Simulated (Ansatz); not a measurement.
# NaHgF3 (built on the sites of a database entry of KHgF3): following an unstable mode, part 3 of 3

Which phase does NaHgF3 (built on the sites of a database entry of KHgF3) fall into along its unstable mode, and how much energy does it gain?

Ansatz 0.2.0; DFT PBEsol, scalar-relativistic, plane waves, norm-conserving pseudopotentials.

So far. Step 5 (Energy along the mode, all amplitudes (two of the runs …): The lowest of the steps tried is the last one, at 0.6 Å, 65.8 meV/atom below the parent; the bottom of the well need not coincide with a step. Step 7 (The new phase in its own primitive cell): The largest force component left is 0.35 meV/Å and the pressure is 0.005 GPa, within the tolerances set. The cell now holds 18.38 Å³/atom. The relaxed cell has a = 6.291, c = 8.044 Å (conventional setting).

The structure was built from a prototype and need not be the compound's stable phase.

### 8. Modes of the new phase, k-mesh 6×6×6, occupations fixed

A relaxed structure may still be a saddle point, so its zone-centre modes are computed. The response to a homogeneous field gives the Born charges and the dielectric tensor.

Input file input.yaml:

```yaml
crystal:
  lattice:
    - [3.1455261307, 1.8160703583, 2.6814517136]
    - [-3.1455261307, 1.8160703583, 2.6814517136]
    - [0.0, -3.6321407167, 2.6814517136]
  atoms:
    - { symbol: Na, position: [0.5998377475, 0.5998377475, 0.5998377475] }
    - { symbol: Hg, position: [0.995279199, 0.995279199, 0.995279199] }
    - { symbol: F, position: [0.9441957814, 0.9441957814, 0.4872565649] }
    - { symbol: F, position: [0.9441957814, 0.4872565649, 0.9441957814] }
    - { symbol: F, position: [0.4872565649, 0.9441957814, 0.9441957814] }
kpoints:
  mp_grid: { grid: [6, 6, 6] }
hamiltonian:
  xc: pbesol
  pseudopotentials: { kind: nc }
scf:
  occupations: { method: fixed }
output:
  eigenvalues: true
phonons:
  method: dfpt
  dielectric: true
  rigid_motions: translations
```

The run is started by

```sh
> ansatz run input.yaml --threads 4 --pin off --max-ram 14336MiB --backend cpu --events-out ev --progress --plain --runs-dir out
```

Numbers of over 12 decimals in the logs are rounded to 6 here.

Log:

```text
[...]
Crystal: 5 atoms, lattice volume = 91.907 Å³
Basis set: ecut = 1197.300995 eV, 8619 PW (Γ), exchange–correlation on 108×108×108 points (8 copies of the dense FFT grid, shifted against one another)
Bands: 30, of which v1, the nominal top of the filled ones, is band 25 counted from 1 (24 counted from 0)
Symmetry: 6 space group operations
k-points: 112 of 216 (irreducible under 1 space group operation, time reversal used)
[...]
SCF iter   1: F=—  HF=-7788.714127 eV  |F-HF|=—  |Δ(HF+E_count)|=         —  Δρ=1.81e-1  dr2=2.42e1  ethr=3.10e-3  ⟨swp⟩=5.0  Hψ=15526  notcnv=0  defer=336
[...]
SCF iter  11: F=-7780.748050 eV  HF=-7780.748050 eV  |F-HF|=3.44e-10  |Δ(HF+E_count)|=   1.09e-8  Δρ=3.42e-7  dr2=6.75e-11  ethr=1.00e-12  ⟨swp⟩=15.5  Hψ=31149  notcnv=0
SCF 1 converged in 11 iterations: F = -7780.748050 eV  dr2 = 6.75e-11
NSCF: frozen V_eff on 6 k-points
[...]
── the response to a field inside a basis, on 6×6×6 k-points: an SCF that follows is theirs, and a resumed run solves both again ──
Bands: 26, of which v1, the nominal top of the filled ones, is band 25 counted from 1 (24 counted from 0)
k-points: 28 of 216 (time reversal used)
[...]
Eigensolver: Dense (28 Hₖ)
SCF iter   1: F=—  HF=-7780.724400 eV  |F-HF|=—  |Δ(HF+E_count)|=         —  Δρ=2.36e-4  dr2=4.76e-6  ethr=1.00e-1
[...]
SCF iter   3: F=-7780.724413 eV  HF=-7780.724413 eV  |F-HF|=1.80e-10  |Δ(HF+E_count)|=   3.79e-6  Δρ=1.22e-5  dr2=4.97e-8  ethr=2.50e-9
SCF 1 converged in 3 iterations: F = -7780.724413 eV  dr2 = 4.97e-8
[...]
SCF converged after 11 iterations
Free energy (F): -7780.748050 eV
[...]
Internal energy: -7780.748050 eV  (E = F + TS)
E sigma→0 (E₀):  -7780.748050 eV
Fermi energy:    2.814766 eV
[...]
--- Band table (eV; the first three rows and the last of 112) ---
  k-point 0: bands = [... 21 lower, 0.6227, 0.7536, 0.9392, 0.9392, 3.5895, 8.8852, 12.8220, 12.8220, ... 1 higher]
  k-point 1: bands = [... 21 lower, 0.6529, 0.8402, 0.9549, 1.1303, 4.1161, 8.9541, 12.0788, 12.9437, ... 1 higher]
  k-point 2: bands = [... 21 lower, 0.6787, 0.9031, 1.0628, 1.1935, 5.2617, 8.7846, 11.6094, 13.2800, ... 1 higher]
  k-point 111: bands = [... 21 lower, 0.9574, 1.0461, 2.8118, 2.8118, 8.2047, 10.1257, 10.9390, 10.9390, ... 1 higher]
[...]
k mesh reduced under 1 symmetry operation, with k and −k counted as one. Each operation leaves every solved perturbation unchanged. A smaller set is not considered because the run solves the response to a homogeneous field
  ASR residual: 3.075e-3 → 0.000e0 eV/Å²; symmetrization residual: 5.385e-5 eV/Å²
  ASR residual per site (eV/Å²): 3.07e-3 1.89e-3 1.12e-4 1.12e-4 1.12e-4
[...]
ε∞ (high-frequency dielectric tensor):
        2.797587     0.000000    -0.000000
        0.000000     2.797587    -0.000000
       -0.000000    -0.000000     2.830816
  softest optical mode at Γ: -69.20 cm⁻¹; the repairs (sum rule, projections) moved no ω² at Γ by more than (6.93 cm⁻¹)²
  Born effective charges Z* (e; rows j = field, columns β = displacement):
    site 0:
         1.10103    0.00000   -0.00000
         0.00000    1.10103    0.00000
        -0.00000    0.00000    1.06637
    site 1:
         2.55544   -0.00000   -0.00000
        -0.00000    2.55544   -0.00000
        -0.00000   -0.00000    2.62861
    site 2:
        -0.73723   -0.00000    0.00000
        -0.00000   -1.70042    0.63468
         0.00000    0.62369   -1.23166
    site 3:
        -1.45962    0.41707    0.54965
         0.41707   -0.97803   -0.31734
         0.54013   -0.31185   -1.23166
    site 4:
        -1.45962   -0.41707   -0.54965
        -0.41707   -0.97803   -0.31734
        -0.54013   -0.31185   -1.23166
  Z* charge neutrality: 2.957e-3 e pre-enforcement
  solved inside a basis spanned on kpoints, on 6×6×6 k-points, its susceptibility summed on 10×10×10: ε∞ is read to err by 5.9e-3, Z* by 2.3e-2 e (field_mesh: kpoints solves on kpoints); Z* is corrected for what the basis lacks
  optical modes at Γ without the LO–TO term, one row a degenerate level:
      ω (cm⁻¹)  modes    IR ((D/Å)²/amu)
        -69.20      1             0.0000
        -26.32      2             3.7103
        101.45      2             0.9857
        126.02      1             0.4718
        185.95      2             1.6916
        221.66      1             4.8787
        359.74      2            11.5288
        382.06      1             3.5289
  optical modes at Γ + LO–TO along q̂ = [1.0000, 0.0000, 0.0000]:
      ω (cm⁻¹)  modes    IR ((D/Å)²/amu)
        -69.20      1             0.0000
        -26.32      1             1.8552
         74.22      1             0.2042
        101.45      1             0.4928
        123.62      1             0.4881
        126.02      1             0.4718
        185.95      1             0.8458
        203.22      1             0.6905
        221.66      1             4.8787
        359.74      1             5.7644
        382.06      1             3.5289
        431.06      1             7.5753
  optical modes at Γ + LO–TO along q̂ = [0.0000, 1.0000, 0.0000]:
      ω (cm⁻¹)  modes    IR ((D/Å)²/amu)
        -69.20      1             0.0000
        -26.32      1             1.8552
[...]
221.66      1             4.8787
        359.74      1             5.7644
        382.06      1             3.5289
        431.06      1             7.5753
  optical modes at Γ + LO–TO along q̂ = [0.0000, 0.0000, 1.0000]:
      ω (cm⁻¹)  modes    IR ((D/Å)²/amu)
        -69.20      1             0.0000
        -26.32      2             3.7103
        101.45      2             0.9857
        132.05      1             0.0744
        185.95      2             1.6916
        280.01      1             2.2588
        359.74      2            11.5288
        433.51      1             6.5463
```

Wall time 6.5 min (4 threads of Intel Xeon Platinum 8488C (Sapphire Rapids), shared host); peak memory 4.9 GiB; 25 min of CPU time.

This step gave:

```
sum-rule residual before enforcement                    : 0.003075 eV/Å²
miss of the charge sum rule                             : 0.002957 e
estimated error of the dielectric tensor                : 0.005939
estimated error of the Born charges                     : 0.02305 e
point group                                             : 3m
highest optical mode at the zone centre (no LO-TO term) : 382.1 cm⁻¹
lowest optical zone-centre mode                         : -69.2 cm⁻¹
mean high-frequency dielectric constant                 : 2.809
largest Born charge (third of the trace)                : 2.580 e
top of the zone-centre spectrum with the field          : 433.5 cm⁻¹
```

Without the LO-TO term. Patterns of degenerate modes are one choice out of their space. Modes at Γ, with each element's share of the kinetic energy (negative means imaginary):

```
mode  frequency (cm⁻¹)  symmetry  Na %  Hg %  F %
   1             -69.2        A2     0     0  100
   2             -26.3         E    34     0   66
   3             -26.3         E    34     0   66
   4               0.0  acoustic     8    71   20
   5               0.0  acoustic     8    72   20
   6               0.0  acoustic     8    71   20
   7             101.5         E    23    23   55
   8             101.5         E    23    23   55
   9             126.0        A1    36    24   40
  10             185.9         E    34     0   65
  11             185.9         E    34     0   65
  12             221.7        A1    55     1   44
  13             359.7         E     0     5   94
  14             359.7         E     0     5   94
  15             382.1        A1     1     4   96
```

Displacements in mode 1 (-69.2 cm⁻¹), the largest set to 1:
```
Na1  0.00  0.00  0.00
Hg2  0.00  0.00  0.00
F3   1.00  0.00  0.00
F4  -0.50 -0.87  0.00
F5  -0.50  0.87  0.00
```

Displacements in mode 11 (185.9 cm⁻¹), the largest set to 1:
```
Na1  0.95  0.28  0.00
Hg2 -0.04 -0.01  0.00
F3   0.13 -0.19 -0.29
F4  -0.35  0.31 -0.71
F5  -0.54 -0.35  1.00
```

Optical modes at the zone centre, without and with the macroscopic field of the longitudinal modes; each column is sorted by frequency, so a row need not hold one and the same mode. Modes with and without the field, by row:

```
rank among optical modes  no field (cm⁻¹)  q along (1, 0, 0) (cm⁻¹)  q along (0, 0, 1) (cm⁻¹)
                       1            -69.2                     -69.2                     -69.2
                       2            -26.3                     -26.3                     -26.3
                       3            -26.3                      74.2                     -26.3
                       4            101.5                     101.5                     101.5
                       5            101.5                     123.6                     101.5
                       6              126                       126                     132.1
                       7            185.9                     185.9                     185.9
                       8            185.9                     203.2                     185.9
                       9            221.7                     221.7                       280
                      10            359.7                     359.7                     359.7
                      11            359.7                     382.1                     359.7
                      12            382.1                     431.1                     433.5
```

Born charge (rows field, columns displacement) (e), principal values of the symmetric part by kind of site:

```
atom  atoms with these values    low  middle   high   mean
 Na1                        1   1.07    1.10   1.10   1.09
 Hg2                        1   2.56    2.56   2.63   2.58
  F3                        3  -2.14   -0.79  -0.74  -1.22
```

In full for Na1:

```
1.10 0.00 0.00
0.00 1.10 0.00
0.00 0.00 1.07
```

High-frequency dielectric tensor:

```
2.80 0.00 0.00
0.00 2.80 0.00
0.00 0.00 2.83
```

Transverse modes; imaginary modes are left out. Infrared lines, with heights relative to the strongest:

```
position (cm⁻¹)  label  relative intensity
            101      E                 8.5
            126     A1                 4.1
            186      E                  15
            222     A1                  42
            360      E                 100
            382     A1                  31
```

Before it was imposed, the acoustic sum rule was missed by 0.0031 eV/Å² and the charge sum rule by 0.0030 e. Small misses are needed for a sound result but don't prove that mesh and cutoff are converged. The lowest optical mode is imaginary, 69.2i cm⁻¹, so the energy falls along it.

### 9. Results

```json
{
 "unstable mode of the parent": "q = (0, 0, 0), 131i cm⁻¹",
 "depth at the lowest point sampled": "65.8 meV/atom",
 "largest atomic shift at that point": "0.6 Å",
 "space group reached (within 0.01 Å)": "R3m",
 "energy gained over the parent (first relaxation, on the mesh of the frozen mode)": "74.4 meV/atom",
 "volume per atom, phase reached": "18.4 Å³",
 "gap on the k-mesh, phase reached": "0.775 eV",
 "lowest optical zone-centre mode, phase reached": "-69.2 cm⁻¹",
 "highest optical mode at the zone centre (no LO-TO term), phase reached": "382 cm⁻¹"
}
```

**Reading.** Along this mode the structure falls into R3m, 74.4 meV/atom below the parent. At the parent's cell the well is 65.78 meV/atom deep on the steps tried, with its lowest point at a shift of 0.6 Å. That is the last step tried, so the steps alone don't bracket the bottom of the well. Relaxing atoms and cell changes the gain by +8.62 meV/atom against the lowest step (energies at zero smearing). The new phase still has an imaginary mode at the zone centre of its cell, so it is a saddle point on the way to a lower structure. Of the 2 patterns followed to their end from this parent, this one ends 9.63 meV/atom above the lowest, P4mm. Each path keeps the symmetry of its pattern, so a lower phase may lie along a pattern not tried. The relaxed cell left the space group of the starting entry, even within 0.1 Å, so it may not be the phase that the entry, or a measurement on it, describes. Spin-orbit coupling is left out, which can matter for the heavy elements here. The starting cell was built on a prototype and not taken from a measurement, so the phase need not exist.

[Logs are printed without paths, hosts, clocks, repeated set-up lines and the standing remarks that a program may print on its own settings, such as how far it seeks lower states.]

[Hosts, paths, dates, database ids (printed as entryN), source tags and the programs' standing remarks are cut or masked in the printed files.]
